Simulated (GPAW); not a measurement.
# MnGe3 (Ge8x111 Mn2 nn): parallel and opposed starts

Does MnGe3 (Ge8x111 Mn2 nn) prefer parallel or opposed moments, or none?

Main program and level: GPAW 26.7.0; PBE with U = 4 eV on Mn d; plane waves with GPAW's PAW setups, scalar-relativistic.

### Step 1. Set-up

The structure is trigonal, space group R-3m (No. 166). Conventional cell: a = 8.002 Å, b = 8.002 Å, c = 9.800 Å, α = 90.00°, β = 90.00°, γ = 120.00°. Mn has 1 Mn at 2.45 Å and 3 Ge at 2.45 Å nearest. Nearest to Ge lie 3 Ge at 2.45 Å and 1 Mn at 2.45 Å. substitutional dopants on the host's lattice, its constants typed without a cited source, atoms not relaxed. Farther neighbours are not listed.

The cell is a made-up one and need not be a known phase.

### Step 2. Run 1 (ferro ++)

Parallel moments need no larger cell; this start tests for a ferromagnetic state only. A Hubbard term is added for the open shell, at a value in common use.

File order1.py:

```python
import json
import numpy as np
from ase import Atoms
from ase.parallel import paropen, parprint
from gpaw import GPAW

atoms = Atoms(['Mn', 'Mn', 'Ge', 'Ge', 'Ge', 'Ge', 'Ge', 'Ge'],
    cell=[[5.658, 0.0, 0.0],
         [0.0, 5.658, 0.0],
         [0.0, 0.0, 5.658]],
    scaled_positions=[[0.0, 0.0, 0.0],
         [0.25, 0.25, 0.25],
         [0.0, 0.5, 0.5],
         [0.25, 0.75, 0.75],
         [0.5, 0.0, 0.5],
         [0.75, 0.25, 0.75],
         [0.5, 0.5, 0.0],
         [0.75, 0.75, 0.25]],
    pbc=True,
    magmoms=[4.5, 4.5, 0.0, 0.0, 0.0, 0.0, 0.0, 0.0])
atoms.calc = GPAW(mode={'name': 'pw', 'ecut': 450},
    xc='PBE',
    kpts={'size': (5, 5, 5), 'gamma': True},
    occupations={'name': 'fermi-dirac', 'width': 0.05},
    convergence={'density': 1e-05, 'energy': 1e-05},
    maxiter=200,
    mixer={'name': 'pulay', 'beta': 0.05, 'nmaxold': 6, 'weight': 50},
    setups={'Mn': ':d,4.0'},
    symmetry={'tolerance': 1e-4},
    txt='order1.txt')
e = atoms.get_potential_energy(force_consistent=True)
res = {'free_energy': e, 'energy_sigma0': atoms.get_potential_energy(), 'fermi_energy': atoms.calc.get_fermi_level()}
res['moments'] = atoms.get_magnetic_moments().tolist()
res['total'] = atoms.get_magnetic_moment()
parprint('site moments (muB):', np.round(res['moments'], 3))
parprint(f"total moment: {res['total']:.3f} muB")
parprint(f'free energy: {e:.6f} eV')
atoms.calc.write('order1.gpw')
with paropen('results.json', 'w') as f:
    json.dump(res, f)
```

Run with:

```
> OMP_NUM_THREADS=1 mpirun -n 4 gpaw python order1.py > order1.log
```

Numbers of over 12 decimals in the logs are rounded to 6 here.

The log of the run:

```text
site moments (muB): [ 4.285  4.285 -0.038 -0.038 -0.038 -0.038 -0.038 -0.038]
total moment: 8.808 muB
free energy: -39.670422 eV

--- order1.txt ---
Input parameters:
  mode=PW(ecut=450),
  convergence={'density': 1e-05, 'energy': 1e-05},
  kpts=MonkhorstPack(size=(5, 5, 5), gamma=True),
  maxiter=200,
  mixer=Pulay(name='pulay', nmaxold=6, beta=0.05, weight=50, sigma=0.015, g_ss=None),
  occupations=Occupations(name='fermi-dirac', width=0.05),
  setups={'Mn': ':d,4.0'},
  symmetry=Symmetry(tolerance=0.0001),
  xc=XC(name='PBE')

Diagonalizing LCAO Hamiltonian
Converting LCAO to pw mode
    .-------------.
   /|             |
  / |  Ge         |
 *  |             |
 |  |       Ge    |
 | Ge             |
 |  |   Ge    Ge  |
 |  .-------------.
 | / Mn  Ge      /
 |/             /
 Mn------------*

Atoms  # Å, Bohr magnetons
|   | symbol |        x |        y |        z |    initial magnetic moments |
|---|--------|----------|----------|----------|-----------------------------|
| 0 |     Mn | 0.000000 | 0.000000 | 0.000000 | ( 0.0000,  0.0000,  4.5000) |
| 1 |     Mn | 1.414500 | 1.414500 | 1.414500 | ( 0.0000,  0.0000,  4.5000) |
| 2 |     Ge | 0.000000 | 2.829000 | 2.829000 | ( 0.0000,  0.0000,  0.0000) |
| 3 |     Ge | 1.414500 | 4.243500 | 4.243500 | ( 0.0000,  0.0000,  0.0000) |
| 4 |     Ge | 2.829000 | 0.000000 | 2.829000 | ( 0.0000,  0.0000,  0.0000) |
| 5 |     Ge | 4.243500 | 1.414500 | 4.243500 | ( 0.0000,  0.0000,  0.0000) |
| 6 |     Ge | 2.829000 | 2.829000 | 0.000000 | ( 0.0000,  0.0000,  0.0000) |
| 7 |     Ge | 4.243500 | 4.243500 | 1.414500 | ( 0.0000,  0.0000,  0.0000) |

Unit cell  # Å
| periodic |        x |        y |        z |  lengths |    angles |
|----------|----------|----------|----------|----------|-----------|
|      yes | 5.658000 | 0.000000 | 0.000000 | 5.658000 | 90.000000 |
|      yes | 0.000000 | 5.658000 | 0.000000 | 5.658000 | 90.000000 |
|      yes | 0.000000 | 0.000000 | 5.658000 | 5.658000 | 90.000000 |

Number of symmetries: 6

BZ-sampling:
  Number of BZ points: 125
  Number of IBZ points: 19

  Monkhorst-Pack size: [5, 5, 5]
  Monkhorst-Pack shift: [0, 0, 0]

K-points  # in reciprocal-cell coordinates
|     |                                coordinates |     weight |
|-----|--------------------------------------------|------------|
|   0 | (  0.00000000,   0.00000000,   0.00000000) | 0.00800000 |
|   1 | (  0.20000000,   0.00000000,  -0.20000000) | 0.04800000 |
|   2 | (  0.20000000,   0.00000000,   0.00000000) | 0.04800000 |
|   3 | (  0.20000000,   0.20000000,  -0.20000000) | 0.04800000 |
|   4 | (  0.20000000,   0.20000000,   0.00000000) | 0.04800000 |
|   5 | (  0.20000000,   0.20000000,   0.20000000) | 0.01600000 |
|   6 | (  0.40000000,  -0.20000000,  -0.20000000) | 0.04800000 |
|   7 | (  0.40000000,   0.00000000,  -0.40000000) | 0.04800000 |
|   8 | (  0.40000000,   0.00000000,  -0.20000000) | 0.09600000 |
|   9 | (  0.40000000,   0.00000000,   0.00000000) | 0.04800000 |
| ... |                                            |            |
|  18 | (  0.40000000,   0.40000000,   0.40000000) | 0.01600000 |

Plane wave coefficients: 3950
Cutoff: 450.000000 eV

Spin-components: 2 (collinear spins)
Bands:           42
Projectors:      42
Spin-degeneracy: 1
Datatype:        complex128

Parallelization:
  kpt:    4
  domain: 1
  band:   1

Density:
  Valence electrons: 54.0
  Components: 2
  Grid points: [28 28 28]
  Charge: 0.0  # |e|

Potential:
  Grid points: [28 28 28]

species:
  Mn:
    name:    Manganese
    Z:       25.0
    valence: 15
    core:    10
    charge:  0.0  # [|e|]
    Hubbard: {U: 4.0,  # eV
              l: 2,
              scale: True}
    compensation charges:
      type: gauss
      rc: 0.38  # [Å]
      lmax: 2
    cutoffs:
      filter: 2.14  # [Å]
      core: 0.86  # [Å]
    projectors
    | kind |    occ | energy [eV] | rcut [Å] |
    |------|--------|-------------|----------|
    |   3s |  2.000 |     -85.859 |    1.275 |
    |   4s |  2.000 |      -5.106 |    1.275 |
    |   3p |  6.000 |     -54.597 |    1.281 |
    |   4p |  0.000 |      -1.371 |    1.281 |
    |   3d |  5.000 |      -6.771 |    1.138 |
    |    d |        |      20.441 |    1.138 |

    Using partial waves for Mn as LCAO basis

  Ge:
    name:    Germanium
    Z:       32.0
    valence: 4
    core:    28
    charge:  0.0  # [|e|]
    compensation charges:
      type: gauss
      rc: 0.32  # [Å]
      lmax: 2
    cutoffs:
      filter: 1.77  # [Å]
      core: 3.42  # [Å]
    projectors
    | kind |    occ | energy [eV] | rcut [Å] |
    |------|--------|-------------|----------|
    |   4s |  2.000 |     -11.726 |    1.005 |
    |   4p |  2.000 |      -3.896 |    1.005 |
    |    s |        |      15.485 |    1.005 |
    |    p |        |      23.315 |    1.005 |
    |    d |        |       0.000 |    1.005 |

    Using partial waves for Ge as LCAO basis

Reference energy: -405614.003261  # eV

eigensolver:
  PPCG
  Converge bands: occupied
  niter=2

density mixing:
  Pulay-Mixer
  Linear mixing parameters: 0.05
  Old densities: 6
  Fourier metric: weight=50, sigma=0.015

occupation numbers:
  Fermi-Dirac:
    width: 0.0500  # eV

poisson solver:
  ecut: 3600.000000  # eV

xc functional:
  name: PBE with 2 nearest neighbor stencil

convergence criteria:
- Maximum integral of absolute [dens]ity change: 1e-05 electrons / valence electron
- Maximum [total energy] change in last 3 cyles: 1e-05 eV / valence electron
- Maximum integral of absolute [eigenst]ate change: 4e-08 eV^2 / valence electron
maximum number of iterations: 200

SCF iterations
|iter     |      energy | eigst |  dens |  magmom |
|---------|-------------|-------|-------|---------|
|iter:   1|       0s |  -39.715594 | +0.11 |       |  +9.0192|
|iter:   2|       2s |  -39.693676 | -1.75 | -1.03 |  +9.0203|
|iter:   3|       4s |  -39.573358 | -1.85 | -1.06 |  +9.0351|
|iter:   4|       7s |  -39.589773 | -2.83 | -1.33 |  +9.0492|
|iter:   5|       9s |  -39.621129 | -2.61 | -1.44 |  +9.0725|
|iter:   6|      11s |  -39.640594 | -2.89 | -1.68 |  +9.0677|
|iter:   7|      14s |  -39.640773 | -4.58 | -2.20 |  +9.0654|
|iter:   8|      16s |  -39.645355 | -3.72 | -2.21 |  +9.0223|
|iter:   9|      18s |  -39.645894 | -4.97 | -2.46 |  +9.0119|
|iter:  10|      20s |  -39.648198 | -4.15 | -2.50 |  +8.9480|
[... 11 iterations left out ...]
|iter:  22|      45s |  -39.649907c| -7.57c| -4.47 |  +8.8102|
|iter:  23|      46s |  -39.649907c| -7.96c| -4.46 |  +8.8101|
|iter:  24|      47s |  -39.649909c| -8.63c| -4.51 |  +8.8098|
|iter:  25|      48s |  -39.649911c| -8.24c| -4.56 |  +8.8091|
|iter:  26|      49s |  -39.649916c| -7.63c| -4.67 |  +8.8079|
|iter:  27|      50s |  -39.649916c| -7.96c| -4.70 |  +8.8080|
|iter:  28|      51s |  -39.649916c| -9.03c| -4.75 |  +8.8080|
|iter:  29|      53s |  -39.649916c| -8.45c| -4.78 |  +8.8079|
|iter:  30|      54s |  -39.649916c| -8.83c| -4.95 |  +8.8080|
|iter:  31|      55s |  -39.649916c| -8.12c| -5.06c|  +8.8080|

Converged in 31 steps
Energy contributions relative to reference atoms: (reference = -405614.003261)

Energy contributions:
  Kinetic:         127.996441
  Coulomb:        -109.466457
  Zero:              0.222892
  External:          0.000000
  Xc:              -58.382285
  Entropy:          -0.041013
  Spinorbit:         0.000000
  ----------------------------
  Free energy:     -39.670422
  Extrapolated:    -39.649916

dipole moment: (-31.361950, -31.361950, -31.361950)  # |e|*Ang

Total magnetic moment: (0.000000, 0.000000, 8.808019)

Local magnetic moments
|        x |        y |         z |
|----------|----------|-----------|
| 0.000000 | 0.000000 |  4.285340 |  # Mn   0
| 0.000000 | 0.000000 |  4.285340 |  # Mn   1
| 0.000000 | 0.000000 | -0.037789 |  # Ge   2
| 0.000000 | 0.000000 | -0.037789 |  # Ge   3
| 0.000000 | 0.000000 | -0.037789 |  # Ge   4
| 0.000000 | 0.000000 | -0.037789 |  # Ge   5
| 0.000000 | 0.000000 | -0.037789 |  # Ge   6
| 0.000000 | 0.000000 | -0.037789 |  # Ge   7

Fermi level: 5.145
Eigenvalues  # (at kpt = [0.000, 0.000, 0.000])
| band index |      eig [eV] | occ [0-1] |      eig [eV] | occ [0-1] |
|------------|---------------|-----------|---------------|-----------|
|          0 |       -76.856 |     1.000 |       -72.112 |     1.000 |
|        ... |               |           |               |           |
|         19 |         0.244 |     1.000 |         3.599 |     1.000 |
|         20 |         0.244 |     1.000 |         4.151 |     1.000 |
|         21 |         0.407 |     1.000 |         4.769 |     0.999 |
|         22 |         0.407 |     1.000 |         4.769 |     0.999 |
|         23 |         0.947 |     1.000 |         5.664 |     0.000 |
|         24 |         1.039 |     1.000 |         5.664 |     0.000 |
|         25 |         2.666 |     1.000 |         5.787 |     0.000 |
|         26 |         3.026 |     1.000 |         6.202 |     0.000 |
|         27 |         3.026 |     1.000 |         6.810 |     0.000 |
|         28 |         3.953 |     1.000 |         6.810 |     0.000 |
|         29 |         4.254 |     1.000 |         7.522 |     0.000 |
|         30 |         4.254 |     1.000 |         7.522 |     0.000 |
|         31 |         6.486 |     0.000 |         7.708 |     0.000 |
|         32 |         7.051 |     0.000 |         8.594 |     0.000 |
|         33 |         7.051 |     0.000 |         8.594 |     0.000 |
|         34 |         7.292 |     0.000 |         9.136 |     0.000 |
|        ... |               |           |               |           |
|         41 |         9.745 |     0.000 |        10.782 |     0.000 |

No gap
No difference between direct/indirect transitions
```

Wall time 63 s (4 MPI ranks of Intel Xeon at 2.60GHz (Ice Lake), shared host); peak memory 0.92 GiB; 4.1 min of CPU time.

Spin moment in the augmentation sphere by atom:

```
atom  spin moment in the augmentation sphere (μB)
 Mn1                                         4.29
 Mn2                                         4.29
 Ge3                                        -0.04
 Ge4                                        -0.04
 Ge5                                        -0.04
 Ge6                                        -0.04
 Ge7                                        -0.04
 Ge8                                        -0.04
```

Numbers from this step:

* magnetization: 8.808 μB
* final state: ferromagnetic

After 31 cycles the largest moment stands at 4.29 μB.

(Continued in part 2 of 2.)

[Logs and program files are shortened in this print: banners, set-up blocks, solver, clock and traceback lines can be left out without a mark of their own.]

[Logs are printed without paths, hosts, clocks, repeated set-up lines and the standing remarks that a program may print on its own settings, such as how far it seeks lower states.]

[Hosts, paths, dates, database ids (printed as entryN), source tags and the programs' standing remarks are cut or masked in the printed files.]

[Where a cell is said to come from a database of computed structures, the database is the Materials Project.]
